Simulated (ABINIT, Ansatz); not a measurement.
## Li3TeF (Pm-3m): zone-centre phonons

Wanted: the vibrations of Li3TeF (Pm-3m) at Γ, by two programs.

Main program and level: ABINIT 10.8.3; DFT LDA, scalar-relativistic, plane waves, PseudoDojo norm-conserving pseudopotentials.

The structure was built from a prototype and need not be the compound's stable phase.

## Step 1: Set-up

It takes space group Pm-3m (No. 221, cubic). The conventional cell has a = 5.015 Å, b = 5.015 Å, c = 5.015 Å, α = 90.00°, β = 90.00°, γ = 90.00°. F has 12 Li at 3.55 Å nearest. Nearest to Te lie 6 Li at 2.51 Å. Nearest to Li lie 2 Te at 2.51 Å. Farther neighbours and most contacts between anions are not listed.

## Step 2: Relaxation

The harmonic expansion needs vanishing forces, and a free crystal bears no stress, so cell and atoms are brought to rest. Stress is more sensitive to the basis than forces are: the last 3 Ha under the cutoff are smoothed with ecutsm, and the cutoff is raised above that of the later runs.

The starting cell comes from a relaxation made beforehand in Ansatz (LDA, PseudoDojo NC).

relax.abi

```
# relaxation
ionmov 2
optcell 2
dilatmx 1.08
ntime 40
tolmxf 1.0d-05
tolvrs 1.0d-14
prtwf 0
prtden 0
chksymtnons 0

# basis, mesh and filling
ecut 42.0
ecutsm 3.0
ngkpt 4 4 4
nshiftk 1
shiftk 0.0 0.0 0.0
istwfk *1
occopt 1
nband 16
nstep 100
diemac 9.0
prtebands 0
prtgsr 0
useylm 1

# cell and atoms
acell 3*1.0 Angstrom
rprim 
    5.015496749 0.0 0.0
    0.0 5.015496749 0.0
    0.0 0.0 5.015496749
ntypat 3
znucl 9 52 3
natom 5
typat 1 2 3 3 3
xred 
    0.0 0.0 0.0
    0.5 0.5 0.5
    0.5 0.5 0.0
    0.5 0.0 0.5
    0.0 0.5 0.5
pp_dirpath "./pseudo"
pseudos "F.upf, Te.upf, Li.upf"
```

Started as:

```console
> OMP_NUM_THREADS=1 mpirun -n 4 abinit relax.abi > relax.log
```

Numbers of over 12 decimals in the logs are rounded to 6 here.

relax.abo, the main output file:

```text
[banners, grids, parts of the stress and lines that vanish by symmetry left out]
- input  file    -> relax.abi
- output file    -> relax.abo
- root for input  files -> relaxi
[...]
Symmetries : space group Pm -3 m (#221); Bravais cP (primitive cubic)
[...]
mpw =       13992          nfft =      216000          nkpt =          10
[...]
== DATASET  1 ==================================================================
[...]
cutoff_energies: {ecut:  42.0, pawecutdg:  -1.0, }
[...]
ETOT  1  -148.08811203102    -1.481E+02 1.072E+00 6.622E+03
 ETOT  2  -149.37442206239    -1.286E+00 1.980E-01 1.074E+04
 ETOT  3  -150.38387648247    -1.009E+00 1.598E-03 3.286E+03
 ETOT  4  -150.49213741192    -1.083E-01 7.011E-04 1.814E+03
 ETOT  5  -150.62718599128    -1.350E-01 5.243E-04 3.805E+02
[...]
At SCF step   22       vres2   =  2.85E-15 < tolvrs=  1.00E-14 =>converged.
[...]
sigma(1 1)=  1.07353944E-07  sigma(3 2)=  0.00000000E+00
  sigma(2 2)=  1.07353944E-07  sigma(3 1)=  0.00000000E+00
  sigma(3 3)=  1.07353944E-07  sigma(2 1)=  0.00000000E+00
[...]
convergence: {deltae: -1.990E-13, res2:  2.855E-15, residm:  5.106E-20, diffor: null, }
etotal    :  -1.50662391E+02
[...]
ETOT  1  -150.66239075707    -1.507E+02 2.645E-12 6.713E-05
[...]
At SCF step   10       vres2   =  5.56E-15 < tolvrs=  1.00E-14 =>converged.
[...]
sigma(1 1)=  1.00981830E-07  sigma(3 2)=  0.00000000E+00
  sigma(2 2)=  1.00981830E-07  sigma(3 1)=  0.00000000E+00
  sigma(3 3)=  1.00981830E-07  sigma(2 1)=  0.00000000E+00
[...]
convergence: {deltae:  5.173E-12, res2:  5.556E-15, residm:  3.699E-18, diffor: null, }
etotal    :  -1.50662391E+02
[...]
ETOT  1  -150.66238885904    -1.507E+02 1.084E-09 1.685E-02
[...]
ETOT 11  -150.66239077110    -1.450E-11 5.235E-17 3.027E-14
 ETOT 12  -150.66239077110     1.421E-12 3.286E-18 1.124E-15
 At SCF step   12       vres2   =  1.12E-15 < tolvrs=  1.00E-14 =>converged.
[...]
sigma(1 1)= -7.63139925E-11  sigma(3 2)=  0.00000000E+00
  sigma(2 2)= -7.63139933E-11  sigma(3 1)=  0.00000000E+00
  sigma(3 3)= -7.63139920E-11  sigma(2 1)=  0.00000000E+00
[...]
convergence: {deltae:  1.421E-12, res2:  1.124E-15, residm:  3.286E-18, diffor: null, }
etotal    :  -1.50662391E+02
[...]
At Broyd/MD step   3, gradients are converged :
[...]
sigma(1 1)= -7.63139925E-11  sigma(3 2)=  0.00000000E+00
  sigma(2 2)= -7.63139933E-11  sigma(3 1)=  0.00000000E+00
  sigma(3 3)= -7.63139920E-11  sigma(2 1)=  0.00000000E+00
[...]
- sigma(1 1)= -2.24523517E-06  sigma(3 2)=  0.00000000E+00
- sigma(2 2)= -2.24523520E-06  sigma(3 1)=  0.00000000E+00
- sigma(3 3)= -2.24523516E-06  sigma(2 1)=  0.00000000E+00
[...]
fcart     -0.0000000000E+00 -0.0000000000E+00 -0.0000000000E+00
           strten     -7.6313992452E-11 -7.6313993319E-11 -7.6313992018E-11
================================================================================

[key lines of the parts left out:]
pressure_GPa:   2.2452E-06
Total energy (etotal) [Ha]= -1.50662390771097E+02
```

Run time: 93 s. Hardware: 4 MPI ranks of Arm Neoverse V1, shared host; 6.2 min of CPU time.

Little changed from the start: no atom moved by 0.005 Å and no cell edge by 0.1 %.

Read from the output:

* volume per atom: 25.23 Å³
* pressure: 2.25e-6 GPa

## Step 3: Ground state

The response is built on these wavefunctions, so the potential is converged far more tightly than an energy would need. The mesh is shifted off Γ, since shifted meshes converge sums over the zone faster.

gs.abi

```
# ground state
tolvrs 1.0d-16
prtden 1
prtwf 1

# basis, mesh and filling
ecut 34.0
ngkpt 4 4 4
nshiftk 1
shiftk 0.5 0.5 0.5
istwfk *1
occopt 1
nband 16
nstep 100
diemac 9.0
prtebands 0
prtgsr 0
useylm 1

# cell and atoms
acell 3*1.0 Angstrom
rprim 
    5.015224657 0.0 0.0
    0.0 5.015224657 0.0
    0.0 0.0 5.015224657
ntypat 3
znucl 9 52 3
natom 5
typat 1 2 3 3 3
xred 
    0.0 0.0 0.0
    0.5 0.5 0.5
    0.5 0.5 0.0
    0.5 0.0 0.5
    0.0 0.5 0.5
pp_dirpath "./pseudo"
pseudos "F.upf, Te.upf, Li.upf"
```

Started as:

```console
> OMP_NUM_THREADS=1 mpirun -n 4 abinit gs.abi > gs.log
```

gs.abo, the main output file:

```text
[banners, grids, parts of the stress and lines that vanish by symmetry left out]
- input  file    -> gs.abi
- output file    -> gs.abo
- root for input  files -> gsi
[...]
Symmetries : space group Pm -3 m (#221); Bravais cP (primitive cubic)
[...]
mpw =        8103          nfft =      125000          nkpt =           4
[...]
== DATASET  1 ==================================================================
[...]
cutoff_energies: {ecut:  34.0, pawecutdg:  -1.0, }
[...]
ETOT  1  -147.55895702883    -1.476E+02 8.247E-01 5.319E+03
 ETOT  2  -149.16194179426    -1.603E+00 1.405E-01 7.625E+03
 ETOT  3  -150.35022385070    -1.188E+00 9.928E-04 2.282E+03
 ETOT  4  -150.46993016152    -1.197E-01 4.186E-04 1.265E+03
 ETOT  5  -150.61376879983    -1.438E-01 3.767E-04 3.138E+02
[...]
ETOT 23  -150.66085243051     1.447E-11 3.224E-20 1.965E-15
 ETOT 24  -150.66085243051    -3.126E-13 1.576E-20 1.917E-17
 At SCF step   24       vres2   =  1.92E-17 < tolvrs=  1.00E-16 =>converged.
[...]
sigma(1 1)=  2.46221438E-05  sigma(3 2)=  0.00000000E+00
  sigma(2 2)=  2.46221438E-05  sigma(3 1)=  0.00000000E+00
  sigma(3 3)=  2.46221438E-05  sigma(2 1)=  0.00000000E+00
[...]
convergence: {deltae: -3.126E-13, res2:  1.917E-17, residm:  1.576E-20, diffor: null, }
etotal    :  -1.50660852E+02
[...]
sigma(1 1)=  2.46221438E-05  sigma(3 2)=  0.00000000E+00
  sigma(2 2)=  2.46221438E-05  sigma(3 1)=  0.00000000E+00
  sigma(3 3)=  2.46221438E-05  sigma(2 1)=  0.00000000E+00
[...]
- sigma(1 1)=  7.24408481E-01  sigma(3 2)=  0.00000000E+00
- sigma(2 2)=  7.24408481E-01  sigma(3 1)=  0.00000000E+00
- sigma(3 3)=  7.24408481E-01  sigma(2 1)=  0.00000000E+00
[...]
fcart     -0.0000000000E+00 -0.0000000000E+00 -0.0000000000E+00
           strten      2.4622143816E-05  2.4622143816E-05  2.4622143816E-05
================================================================================

[key lines of the parts left out:]
pressure_GPa:  -7.2441E-01
```

It took 13 s on 4 MPI ranks; 50 s of CPU time.

Read from the output:

```yaml
pressure: -0.7244 GPa
```

The cell stands at -0.72 GPa: the relaxation ran with a smoothed and higher cutoff and on another k mesh.

## Step 4: The gap at rest

Empty bands on the ground state's density check that the gap assumed so far is there in this cell.

gap.abi

```
# empty bands on the ground state's density
iscf -2
getden_filepath "gso_DEN"
tolwfr 1.0d-12
nbdbuf 2
prtwf 0

# basis, mesh and filling
ecut 34.0
ngkpt 4 4 4
nshiftk 1
shiftk 0.0 0.0 0.0
istwfk *1
occopt 1
nband 20
nstep 100
diemac 9.0
prtebands 0
prtgsr 0
useylm 1

# cell and atoms
acell 3*1.0 Angstrom
rprim 
    5.015224657 0.0 0.0
    0.0 5.015224657 0.0
    0.0 0.0 5.015224657
ntypat 3
znucl 9 52 3
natom 5
typat 1 2 3 3 3
xred 
    0.0 0.0 0.0
    0.5 0.5 0.5
    0.5 0.5 0.0
    0.5 0.0 0.5
    0.0 0.5 0.5
pp_dirpath "./pseudo"
pseudos "F.upf, Te.upf, Li.upf"
```

Started as:

```console
> OMP_NUM_THREADS=1 mpirun -n 4 abinit gap.abi > gap.log
```

gap.abo, the main output file:

```text
[banners, grids, parts of the stress and lines that vanish by symmetry left out]
- input  file    -> gap.abi
- output file    -> gap.abo
- root for input  files -> gapi
[...]
Symmetries : space group Pm -3 m (#221); Bravais cP (primitive cubic)
[...]
mpw =        8121          nfft =      125000          nkpt =          10
[...]
== DATASET  1 ==================================================================
[...]
cutoff_energies: {ecut:  34.0, pawecutdg:  -1.0, }
[...]
-outvars: echo values of variables after computation
            acell      1.8897261259E+00  1.8897261259E+00  1.8897261259E+00 Bohr
================================================================================
```

Elapsed: 13 s, on 4 MPI ranks.

Read from the output:

- gap on the k-mesh: 3.090 eV

In this cell the gap on the mesh is 3.1 eV, indirect (smallest direct 3.2 eV), so fixed occupations hold.

## Step 5: Zone-centre response

The derivative of the wavefunctions by k comes first, since the response to a field is built on it; then the field and the displacements that symmetry doesn't supply are solved at q = 0.

It reads the wavefunctions written in step 3.

dfpt_gamma.abi

```
ndtset 2

# common to the responses
getwfk_filepath "gso_WFK"
kptopt 2
nqpt 1
qpt 0.0 0.0 0.0
asr 0
chneut 0

# d/dk
rfelfd1 2
rfdir1 1 1 1
iscf1 -3
tolwfr1 1.0d-20

# displacements, field
rfphon2 1
rfatpol2 1 5
rfdir2 1 1 1
rfelfd2 3
getddk2 1
tolvrs2 1.0d-10
prtwf2 0

# basis, mesh and filling
ecut 34.0
ngkpt 4 4 4
nshiftk 1
shiftk 0.5 0.5 0.5
istwfk *1
occopt 1
nband 16
nstep 100
diemac 9.0
prtebands 0
prtgsr 0
useylm 1

# cell and atoms
acell 3*1.0 Angstrom
rprim 
    5.015224657 0.0 0.0
    0.0 5.015224657 0.0
    0.0 0.0 5.015224657
ntypat 3
znucl 9 52 3
natom 5
typat 1 2 3 3 3
xred 
    0.0 0.0 0.0
    0.5 0.5 0.5
    0.5 0.5 0.0
    0.5 0.0 0.5
    0.0 0.5 0.5
pp_dirpath "./pseudo"
pseudos "F.upf, Te.upf, Li.upf"
```

Started as:

```console
> OMP_NUM_THREADS=1 mpirun -n 4 abinit dfpt_gamma.abi > dfpt_gamma.log
```

dfpt_gamma.abo, the main output file:

```text
[banners, grids, parts of the stress and lines that vanish by symmetry left out]
- input  file    -> dfpt_gamma.abi
- output file    -> dfpt_gamma.abo
- root for input  files -> dfpt_gammai
[...]
DATASET    1 : space group Pm -3 m (#221); Bravais cP (primitive cubic)
[...]
nfft =      125000          nkpt =          32
[...]
DATASET    2 : space group Pm -3 m (#221); Bravais cP (primitive cubic)
[...]
nfft =      125000          nkpt =          32
[...]
== DATASET  1 ==================================================================
[...]
cutoff_energies: {ecut:  34.0, pawecutdg:  -1.0, }
[...]
-  3.00000   3.00000  180309                  znucl, zion, pspdat
[...]
Perturbation : derivative vs k along direction   1
[...]
-ETOT  1  -23.666140197634     -2.367E+01 5.275E-02 0.000E+00
 ETOT  2  -23.753571257344     -8.743E-02 2.881E-03 0.000E+00
 ETOT  3  -23.757516964363     -3.946E-03 1.744E-04 0.000E+00
 ETOT  4  -23.757782849607     -2.659E-04 1.765E-05 0.000E+00
 ETOT  5  -23.757803636797     -2.079E-05 1.324E-06 0.000E+00
[...]
At SCF step   20   max residual=  9.92E-21 < tolwfr=  1.00E-20 =>converged.
[...]
Perturbation : derivative vs k along direction   2
[...]
-ETOT  1  -23.664968522291     -2.366E+01 5.114E-02 0.000E+00
[...]
At SCF step   19   max residual=  9.88E-21 < tolwfr=  1.00E-20 =>converged.
[...]
Perturbation : derivative vs k along direction   3
[...]
-ETOT  1  -23.666140252564     -2.367E+01 5.275E-02 0.000E+00
[...]
At SCF step   20   max residual=  9.92E-21 < tolwfr=  1.00E-20 =>converged.
[...]
1        1       0.7630836248   -0.0000000000
     1        2       0.0000000000    0.0000000000
     1        3       0.0000000000    0.0000000000
     2        1       0.0000000000    0.0000000000
     2        2       0.7630836248   -0.0000000000
     2        3       0.0000000000    0.0000000000
     3        1       0.0000000000    0.0000000000
     3        2       0.0000000000    0.0000000000
     3        3       0.7630836247   -0.0000000000
[...]
== DATASET  2 ==================================================================
[...]
cutoff_energies: {ecut:  34.0, pawecutdg:  -1.0, }
[...]
Perturbation : displacement of atom   1   along direction   1
[...]
-ETOT  1   3.609880     -8.667E+03 1.004E+01 2.257E+03
[...]
At SCF step   13       vres2   =  2.79E-12 < tolvrs=  1.00E-10 =>converged.
[...]
Perturbation : displacement of atom   2   along direction   1
[...]
-ETOT  1   15.401736532714     -4.462E+04 6.143E+01 3.616E+03
[...]
At SCF step   12       vres2   =  9.74E-12 < tolvrs=  1.00E-10 =>converged.
[...]
Perturbation : displacement of atom   3   along direction   1
[...]
-ETOT  1  0.140895     -3.076E+03 3.322E+01 4.788E+02
[...]
At SCF step   14       vres2   =  4.49E-12 < tolvrs=  1.00E-10 =>converged.
[...]
Perturbation : displacement of atom   3   along direction   3
[...]
-ETOT  1   8.459055     -3.056E+03 3.047E+01 3.094E+03
[...]
At SCF step   11       vres2   =  1.88E-11 < tolvrs=  1.00E-10 =>converged.
[...]
Perturbation : homogeneous electric field along direction   1
[...]
-ETOT  1  -40.217145358087     -4.022E+01 4.280E-01 6.323E+04
[...]
ETOT 11  -54.825811397902     -9.885E-11 4.251E-12 3.170E-09
 ETOT 12  -54.825811397910     -8.292E-12 6.746E-13 3.440E-11
 At SCF step   12       vres2   =  3.44E-11 < tolvrs=  1.00E-10 =>converged.
[...]
Dielectric tensor, in cartesian coordinates,
[...]
1    7   1    7         2.8413906255        -0.0000000000
   1    7   2    7        -0.0000000000        -0.0000000000
   1    7   3    7        -0.0000000000        -0.0000000000
   2    7   1    7        -0.0000000000        -0.0000000000
   2    7   2    7         2.8413906255        -0.0000000000
   2    7   3    7        -0.0000000000        -0.0000000000
   3    7   1    7        -0.0000000000        -0.0000000000
   3    7   2    7        -0.0000000000        -0.0000000000
   3    7   3    7         2.8413906255        -0.0000000000
  Effective charges, in cartesian coordinates,
[...]
1    1   1    7        -1.4539203669         0.0000000000
   2    1   1    7         0.0000000000         0.0000000000
   3    1   1    7         0.0000000000         0.0000000000
   1    2   1    7        -1.2497472813         0.0000000000
   2    2   1    7         0.0000000000         0.0000000000
[...]
Effective charges, in cartesian coordinates,
[...]
2    7   1    5         0.0000000000         0.0000000000
   3    7   1    5         0.0000000000         0.0000000000
   1    7   2    5         0.0000000000         0.0000000000
   2    7   2    5         0.6827920892         0.0000000000
   3    7   2    5         0.0000000000         0.0000000000
   1    7   3    5         0.0000000000         0.0000000000
   2    7   3    5         0.0000000000         0.0000000000
   3    7   3    5         0.6827920892         0.0000000000
  Phonon wavevector (reduced coordinates) :  0.00000  0.00000  0.00000
 Phonon energies in Hartree :
[...]
Phonon frequencies in cm-1    :
- -2.059837E+02 -2.059837E+02 -2.059837E+02 -1.804138E+02 -1.804138E+02
- -1.804138E+02  2.219469E+00  2.219469E+00  2.219469E+00  7.897309E+01
-  7.897309E+01  7.897309E+01  5.585984E+02  5.585984E+02  5.585984E+02
  Phonon at Gamma, with non-analyticity in the
[...]
Phonon energies in Hartree :
[...]
Phonon frequencies in cm-1    :
- -2.059837E+02 -2.059837E+02 -1.804138E+02 -1.804138E+02 -1.804138E+02
- -1.084147E+02  2.219469E+00  2.219469E+00  2.222867E+00  7.897309E+01
-  7.897309E+01  8.418746E+01  5.585984E+02  5.585984E+02  5.928407E+02
  Phonon at Gamma, with non-analyticity in the
[...]
Phonon energies in Hartree :
[...]
Phonon frequencies in cm-1    :
- -2.059837E+02 -2.059837E+02 -1.804138E+02 -1.804138E+02 -1.804138E+02
- -1.084147E+02  2.219469E+00  2.219469E+00  2.222866E+00  7.897309E+01
-  7.897309E+01  8.418746E+01  5.585984E+02  5.585984E+02  5.928407E+02
  Phonon at Gamma, with non-analyticity in the
[...]
Phonon energies in Hartree :
[...]
Phonon frequencies in cm-1    :
- -2.059837E+02 -2.059837E+02 -1.804138E+02 -1.804138E+02 -1.804138E+02
- -1.084147E+02  2.219469E+00  2.219469E+00  2.222866E+00  7.897309E+01
-  7.897309E+01  8.418746E+01  5.585984E+02  5.585984E+02  5.928407E+02
[...]
fcart2     0.0000000000E+00  0.0000000000E+00  0.0000000000E+00
           strten2     0.0000000000E+00  0.0000000000E+00  0.0000000000E+00
================================================================================
```

Wall time 3.6 min (4 MPI ranks); 14 min of CPU time.

Numbers from this step:

- miss of the charge sum rule: 0.002714 e
- largest acoustic frequency at the zone centre before the sum rule: 2.22 cm⁻¹
- highest optical zone-centre mode (no LO-TO term): 558.6 cm⁻¹
- lowest optical zone-centre mode: -206.0 cm⁻¹
- mean high-frequency dielectric constant: 2.841
- largest Born charge in size (third of the trace): 1.454 e

Born charge (rows field, columns displacement), before the sum rule (e), principal values of the symmetric part by kind of site:

```
atom  atoms with these values    low  middle   high   mean
  F1                        1  -1.45   -1.45  -1.45  -1.45
 Te2                        1  -1.25   -1.25  -1.25  -1.25
 Li3                        3   0.68    0.68   1.34   0.90
```

In full for Li3:

```
0.68 0.00 0.00
0.00 0.68 0.00
0.00 0.00 1.34
```

High-frequency dielectric tensor:

```
2.84 0.00 0.00
0.00 2.84 0.00
0.00 0.00 2.84
```

The acoustic modes at Γ come out as far as 2.2 cm⁻¹ from zero, where they should vanish, a small numerical error; the Born charges miss their sum rule by 0.0027 e, which is good. The lowest optical mode is imaginary, 206i cm⁻¹, an instability at this level and on this k mesh.

[end of part 1 of 2]

[Host names and launcher messages were left out of these logs when they were recorded.]

[Logs are printed without paths, hosts, clocks, repeated set-up lines and the standing remarks that a program may print on its own settings, such as how far it seeks lower states.]

[Hosts, paths, dates, database ids (printed as entryN), source tags and the programs' standing remarks are cut or masked in the printed files.]
